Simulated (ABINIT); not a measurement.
# CdPbS3 (Pm-3m): zone-centre phonons, part 2 of 4

Aim: the zone-centre modes of CdPbS3 (Pm-3m).

ABINIT 10.8.3; DFT PBE, scalar-relativistic, plane waves, SG15 norm-conserving pseudopotentials.

So far. Step 4 (Relaxing the cell and atoms): The volume changes by +0.1 % in this run and stands +4.8 % from the first cell. The relaxed cell has a = 5.206 Å (conventional setting).

The structure was built from a prototype and need not be the compound's stable phase.

### Step 6. Linear response at Γ

At q = 0 one unit cell holds all displacements. The response is solved for single atoms along the cell's directions, and symmetry skips those that follow from others. The crystal is treated as a metal, which screens a static field, so no field response is asked.

File dfpt_gamma.abi:

```

# common to the responses
getwfk_filepath "gso_WFK"
kptopt 2
nqpt 1
qpt 0.0 0.0 0.0
asr 0
chneut 0

# displacements
rfphon 1
rfatpol 1 5
rfdir 1 1 1
tolvrs 1.0d-10
prtwf 0

# basis, mesh and filling
ecut 30.0
ngkpt 4 4 4
nshiftk 1
shiftk 0.0 0.0 0.0
istwfk *1
occopt 7
tsmear 0.01
nband 36
nstep 100
diemac 1000000.0
prtebands 0
prtgsr 0
useylm 1

# cell and atoms
acell 9.83756746 9.83756746 9.83756746
rprim 
    1.0 0.0 0.0
    0.0 1.0 0.0
    0.0 0.0 1.0
ntypat 3
znucl 48 82 16
natom 5
typat 1 2 3 3 3
xred 
    0.0 0.0 0.0
    0.5 0.5 0.5
    0.5 0.5 0.0
    0.5 0.0 0.5
    0.0 0.5 0.5
pp_dirpath "./pseudo"
pseudos "Cd.upf, Pb.upf, S.upf"
```

On the command line:

```
OMP_NUM_THREADS=1 mpirun -n 4 abinit dfpt_gamma.abi > dfpt_gamma.log
```

Numbers of over 12 decimals in the logs are rounded to 6 here.

dfpt_gamma.abo, the main output file:

```text
[banners, grids, parts of the stress and lines that vanish by symmetry left out]
- input  file    -> dfpt_gamma.abi
- output file    -> dfpt_gamma.abo
- root for input  files -> dfpt_gammai
- root for output files -> dfpt_gammao

 Symmetries : space group Pm -3 m (#221); Bravais cP (primitive cubic)
================================================================================
 Values of the parameters that define the memory need of the present run (RF).
     intxc =       0      iscf =       7    lmnmax =      32     lnmax =       8
     mgfft =      50  mpssoang =       4    mqgrid =    3001     natom =       5
  nloc_mem =       1    nspden =       1   nspinor =       1    nsppol =       1
      nsym =      48    n1xccc =       0    ntypat =       3    occopt =       7
   xclevel =       2
-    mband =          36        mffmem =           1         mkmem =           9
-   mkqmem =           9        mk1mem =           9           mpw =        7568
      nfft =      125000          nkpt =          36
- my_mband =          36
================================================================================
================================================================================

--------------------------------------------------------------------------------
------------- Echo of variables that govern the present computation ------------
--------------------------------------------------------------------------------
-
- outvars: echo of selected default values
-   iomode0 =  0 , fftalg0 =312 , wfoptalg0 =  0
-
- outvars: echo of global parameters not present in the input file
-  max_nthreads =    1
-
 -outvars: echo values of preprocessed input variables
 [... echo left out ...]
================================================================================

 chkinp: Checking input parameters for consistency.

[...]
== DATASET  1 ==================================================================
-   mpi_nproc: 4, omp_nthreads: 1 (-1 if OMP is not activated)

--- !DatasetInfo
iteration_state: {dtset: 1, }
dimensions: {natom: 5, nkpt: 36, mband: 36, nsppol: 1, nspinor: 1, nspden: 1, mpw: 7568, }
cutoff_energies: {ecut:  30.0, pawecutdg:  -1.0, }
electrons: {nelect:   5.20000000E+01, charge:   0.00000000E+00, occopt:   7.00000000E+00, tsmear:   1.00000000E-02, }
meta: {optdriver: 1, rfphon: 1, }
...

 mkfilename: getwfk from: gso_WFK

 Real(R)+Recip(G) space primitive vectors, cartesian coordinates (Bohr,Bohr^-1):
 R(1)=  9.8375675  0.0000000  0.0000000  G(1)=  0.1016511  0.0000000  0.0000000
 R(2)=  0.0000000  9.8375675  0.0000000  G(2)=  0.0000000  0.1016511  0.0000000
 R(3)=  0.0000000  0.0000000  9.8375675  G(3)=  0.0000000  0.0000000  0.1016511
 Unit cell volume ucvol=  9.5205748E+02 bohr^3
 Angles (23,13,12)=  9.00000000E+01  9.00000000E+01  9.00000000E+01 degrees
 setup1 : take into account q-point for computing boxcut.

 getcut: wavevector=  0.0000  0.0000  0.0000  ngfft=  50  50  50
         ecut(hartree)=     30.000   => boxcut(ratio)=   2.06137

--- Pseudopotential description ------------------------------------------------
- pspini: atom type   1  psp file is ./pseudo/Cd.upf

- pspini: atom type   2  psp file is ./pseudo/Pb.upf

- pspini: atom type   3  psp file is ./pseudo/S.upf

   6.30018344E+03                                ecore*ucvol(ha*bohr**3)
--------------------------------------------------------------------------------

 ==>  initialize data related to q vector <==

 The list of irreducible perturbations for this q vector is:
    1)    idir= 1    ipert=   1
    2)    idir= 1    ipert=   2
    3)    idir= 1    ipert=   3
    4)    idir= 3    ipert=   3

[...]
The perturbation idir=   2  ipert=   1 is
 symmetric of a previously calculated perturbation.
 So, its SCF calculation is not needed.

 The perturbation idir=   3  ipert=   1 is
 symmetric of a previously calculated perturbation.
 So, its SCF calculation is not needed.

 The perturbation idir=   2  ipert=   2 is
 symmetric of a previously calculated perturbation.
 So, its SCF calculation is not needed.

 The perturbation idir=   3  ipert=   2 is
 symmetric of a previously calculated perturbation.
 So, its SCF calculation is not needed.

[...]
The perturbation idir=   2  ipert=   5 is
 symmetric of a previously calculated perturbation.
 So, its SCF calculation is not needed.

 The perturbation idir=   3  ipert=   5 is
 symmetric of a previously calculated perturbation.
 So, its SCF calculation is not needed.

--------------------------------------------------------------------------------
 Perturbation wavevector (in red.coord.)   0.000000  0.000000  0.000000
 Perturbation : displacement of atom   1   along direction   1
 Found     8 symmetries that leave the perturbation invariant.

[...]
dfpt_looppert : total number of electrons, from k and k+q
  fully or partially occupied states are    5.200000E+01 and    5.200000E+01.
 Initialisation of the first-order wave-functions :
  ireadwf=   0

--- !BeginCycle
iteration_state: {dtset: 1, }
solver: {iscf: 7, nstep: 100, nline: 4, wfoptalg: 0, }
tolerances: {tolvrs: 1.00E-10, }
...

     iter   2DEtotal(Ha)        deltaE(Ha) residm    vres2
-ETOT  1   1.283597     -1.271E+04 1.232E+01 7.627E+02
 ETOT  2  -1.689373     -2.973E+00 3.960E-02 1.118E+02
 ETOT  3  -1.733684     -4.431E-02 1.279E-03 4.518E+00
 ETOT  4  -1.734683     -9.998E-04 1.228E-03 3.375E-01
 ETOT  5  -1.734786     -1.027E-04 5.600E-04 7.506E-02
[...]
At SCF step   14       vres2   =  8.34E-12 < tolvrs=  1.00E-10 =>converged.
[...]
Mean square residual over all n,k,spin=   65.616E-10; max=  38.690E-07

 Thirteen components of 2nd-order total energy (hartree) are
 1,2,3: 0th-order hamiltonian combined with 1st-order wavefunctions
     kin0=   1.03966621E+04 eigvalue=   1.24191001E+03  local=  -4.72755392E+03
 4,5,6: 1st-order hamiltonian combined with 1st and 0th-order wfs
 loc psp =  -1.80855059E+04  Hartree=   6.25985419E+03     xc=  -7.49650523E+02
 note that "loc psp" includes a xc core correction that could be resolved
 7,8,9: eventually, occupation + non-local contributions
    edocc=   1.40334703E+02     enl0=   1.50156470E+02   enl1=  -7.33792010E+03
 1-9 gives the relaxation energy (to be shifted if some occ is /=2.0)
   erelax=  -1.27117130E+04
 10,11,12 Non-relaxation  contributions : frozen-wavefunctions and Ewald
 fr.local=   8.76232381E+03 fr.nonlo=   3.67514538E+03  Ewald=   2.72509006E+02
 13,14 Frozen wf xc core corrections (1) and (2)
 frxc 1  =   0.00000000E+00  frxc 2 =   0.00000000E+00
 Resulting in :
 2DEtotal=   -0.1734804015E+01 Ha. Also 2DEtotal=   -0.472064221106E+02 eV
    (2DErelax=   -1.2711712997E+04 Ha. 2DEnonrelax=    1.2709978193E+04 Ha)
    (  non-var. 2DEtotal :   -1.7348030752E+00 Ha)

[...]
Perturbation wavevector (in red.coord.)   0.000000  0.000000  0.000000
 Perturbation : displacement of atom   2   along direction   1
 Found     8 symmetries that leave the perturbation invariant.

[...]
dfpt_looppert : total number of electrons, from k and k+q
  fully or partially occupied states are    5.200000E+01 and    5.200000E+01.
 Initialisation of the first-order wave-functions :
  ireadwf=   0

--- !BeginCycle
iteration_state: {dtset: 1, }
solver: {iscf: 7, nstep: 100, nline: 4, wfoptalg: 0, }
tolerances: {tolvrs: 1.00E-10, }
...

     iter   2DEtotal(Ha)        deltaE(Ha) residm    vres2
-ETOT  1   8.724797     -1.103E+04 2.895E+01 3.596E+02
[...]
At SCF step   13       vres2   =  6.63E-11 < tolvrs=  1.00E-10 =>converged.
[...]
Mean square residual over all n,k,spin=   13.021E-08; max=  42.441E-06

 Thirteen components of 2nd-order total energy (hartree) are
 1,2,3: 0th-order hamiltonian combined with 1st-order wavefunctions
     kin0=   1.28089556E+04 eigvalue=   1.71573660E+03  local=  -4.05544504E+03
 4,5,6: 1st-order hamiltonian combined with 1st and 0th-order wfs
 loc psp =  -2.99295082E+03  Hartree=   1.44353394E+03     xc=  -3.71944434E+02
 note that "loc psp" includes a xc core correction that could be resolved
 7,8,9: eventually, occupation + non-local contributions
    edocc=   5.31707195E+01     enl0=  -5.66106689E+02   enl1=  -1.90628506E+04
 1-9 gives the relaxation energy (to be shifted if some occ is /=2.0)
   erelax=  -1.10279007E+04
 10,11,12 Non-relaxation  contributions : frozen-wavefunctions and Ewald
 fr.local=   1.28474915E+03 fr.nonlo=   9.52286717E+03  Ewald=   2.26523111E+02
 13,14 Frozen wf xc core corrections (1) and (2)
 frxc 1  =   0.00000000E+00  frxc 2 =   0.00000000E+00
 Resulting in :
 2DEtotal=    0.6238736276E+01 Ha. Also 2DEtotal=    0.169764662501E+03 eV
    (2DErelax=   -1.1027900692E+04 Ha. 2DEnonrelax=    1.1034139428E+04 Ha)
    (  non-var. 2DEtotal :    6.2387364639E+00 Ha)

[...]
Perturbation wavevector (in red.coord.)   0.000000  0.000000  0.000000
 Perturbation : displacement of atom   3   along direction   1
 Found     4 symmetries that leave the perturbation invariant.

[...]
dfpt_looppert : total number of electrons, from k and k+q
  fully or partially occupied states are    5.200000E+01 and    5.200000E+01.
 Initialisation of the first-order wave-functions :
  ireadwf=   0

--- !BeginCycle
iteration_state: {dtset: 1, }
solver: {iscf: 7, nstep: 100, nline: 4, wfoptalg: 0, }
tolerances: {tolvrs: 1.00E-10, }
...

     iter   2DEtotal(Ha)        deltaE(Ha) residm    vres2
-ETOT  1 -0.844950     -6.490E+02 4.829E+00 1.072E+03
[...]
At SCF step   14       vres2   =  3.24E-11 < tolvrs=  1.00E-10 =>converged.
[...]
Mean square residual over all n,k,spin=   40.215E-08; max=  29.734E-05

 Thirteen components of 2nd-order total energy (hartree) are
 1,2,3: 0th-order hamiltonian combined with 1st-order wavefunctions
     kin0=   6.04544658E+02 eigvalue=   4.34611107E+00  local=  -6.90163839E+02
 4,5,6: 1st-order hamiltonian combined with 1st and 0th-order wfs
 loc psp =   2.22861855E+01  Hartree=   1.93890027E+02     xc=  -6.63813258E+01
 note that "loc psp" includes a xc core correction that could be resolved
 7,8,9: eventually, occupation + non-local contributions
    edocc=   2.77881047E+01     enl0=   5.75809340E+02   enl1=  -1.32195234E+03
 1-9 gives the relaxation energy (to be shifted if some occ is /=2.0)
   erelax=  -6.49833077E+02
 10,11,12 Non-relaxation  contributions : frozen-wavefunctions and Ewald
 fr.local=  -4.17279228E+01 fr.nonlo=   6.63838492E+02  Ewald=   2.60943673E+01
 13,14 Frozen wf xc core corrections (1) and (2)
 frxc 1  =   0.00000000E+00  frxc 2 =   0.00000000E+00
 Resulting in :
 2DEtotal=   -0.1628139737E+01 Ha. Also 2DEtotal=   -0.443039392380E+02 eV
    (2DErelax=   -6.4983307669E+02 Ha. 2DEnonrelax=    6.4820493696E+02 Ha)
    (  non-var. 2DEtotal :   -1.6281395735E+00 Ha)

[...]
Perturbation wavevector (in red.coord.)   0.000000  0.000000  0.000000
 Perturbation : displacement of atom   3   along direction   3
 Found     8 symmetries that leave the perturbation invariant.

--------------------------------------------------------------------------------

--------------------------------------------------------------------------------

 dfpt_looppert : total number of electrons, from k and k+q
  fully or partially occupied states are    5.200000E+01 and    5.200000E+01.
 Initialisation of the first-order wave-functions :
  ireadwf=   0

--- !BeginCycle
iteration_state: {dtset: 1, }
solver: {iscf: 7, nstep: 100, nline: 4, wfoptalg: 0, }
tolerances: {tolvrs: 1.00E-10, }
...

     iter   2DEtotal(Ha)        deltaE(Ha) residm    vres2
-ETOT  1   11.434130404562     -6.406E+02 4.587E+00 3.046E+03
[...]
ETOT 12   9.881506     -1.864E-11 1.337E-03 9.671E-10
 ETOT 13   9.881506      6.708E-12 2.247E-04 5.115E-11

 At SCF step   13       vres2   =  5.12E-11 < tolvrs=  1.00E-10 =>converged.
[...]
Mean square residual over all n,k,spin=   37.759E-08; max=  22.471E-05

 Thirteen components of 2nd-order total energy (hartree) are
 1,2,3: 0th-order hamiltonian combined with 1st-order wavefunctions
     kin0=   5.76725653E+02 eigvalue=   1.12108106E+01  local=  -6.10679794E+02
 4,5,6: 1st-order hamiltonian combined with 1st and 0th-order wfs
 loc psp =  -5.27162125E+01  Hartree=   2.00865301E+02     xc=  -6.33504567E+01
 note that "loc psp" includes a xc core correction that could be resolved
 7,8,9: eventually, occupation + non-local contributions
    edocc=   4.32515135E+01     enl0=   4.84147282E+02   enl1=  -1.23162440E+03
 1-9 gives the relaxation energy (to be shifted if some occ is /=2.0)
   erelax=  -6.42170309E+02
 10,11,12 Non-relaxation  contributions : frozen-wavefunctions and Ewald
 fr.local=  -2.64873801E+02 fr.nonlo=   6.16555823E+02  Ewald=   3.00369792E+02
 13,14 Frozen wf xc core corrections (1) and (2)
 frxc 1  =   0.00000000E+00  frxc 2 =   0.00000000E+00
 Resulting in :
 2DEtotal=    0.9881505639E+01 Ha. Also 2DEtotal=    0.268889466636E+03 eV
    (2DErelax=   -6.4217030860E+02 Ha. 2DEnonrelax=    6.5205181424E+02 Ha)
    (  non-var. 2DEtotal :    9.8815057615E+00 Ha)

[...]
---- first-order wavefunction calculations are completed ----

 ==> Compute Derivative Database <==

 [... matrices left out ...]
  Phonon wavevector (reduced coordinates) :  0.00000  0.00000  0.00000
 Phonon energies in Hartree :
  -6.539810E-04 -6.539810E-04 -6.539810E-04 -5.134029E-04 -5.134029E-04
  -5.134029E-04 -9.504629E-05 -9.504629E-05 -9.504629E-05  3.541575E-05
   3.541575E-05  3.541575E-05  1.397648E-03  1.397648E-03  1.397648E-03
 Phonon frequencies in cm-1    :
- -1.435322E+02 -1.435322E+02 -1.435322E+02 -1.126789E+02 -1.126789E+02
- -1.126789E+02 -2.086025E+01 -2.086025E+01 -2.086025E+01  7.772859E+00
-  7.772859E+00  7.772859E+00  3.067483E+02  3.067483E+02  3.067483E+02

== END DATASET(S) ==============================================================
================================================================================

 -outvars: echo values of variables after computation
            acell      9.8375674600E+00  9.8375674600E+00  9.8375674600E+00 Bohr
           etotal      9.8815056390E+00
            fcart      0.0000000000E+00  0.0000000000E+00  0.0000000000E+00
           strten      0.0000000000E+00  0.0000000000E+00  0.0000000000E+00
================================================================================
```

It took 5.2 min on 4 MPI ranks of Arm Neoverse V1, shared host.

Numbers from this step:

```
largest acoustic frequency at the zone centre before the sum rule : 7.77 cm⁻¹
highest optical zone-centre mode (no LO-TO term)                  : 306.8 cm⁻¹
lowest optical zone-centre mode                                   : -143.5 cm⁻¹
```

The acoustic modes at Γ come out as far as 7.8 cm⁻¹ from zero, where they should vanish, a small numerical error. The lowest optical mode is imaginary, 144i cm⁻¹, an instability at this level and on this k mesh.

[end of part 2 of 4]

[Host names and launcher messages were left out of these logs when they were recorded.]

[Logs are printed without paths, hosts, clocks, repeated set-up lines and the standing remarks that a program may print on its own settings, such as how far it seeks lower states.]

[Hosts, paths, dates, database ids (printed as entryN), source tags and the programs' standing remarks are cut or masked in the printed files.]
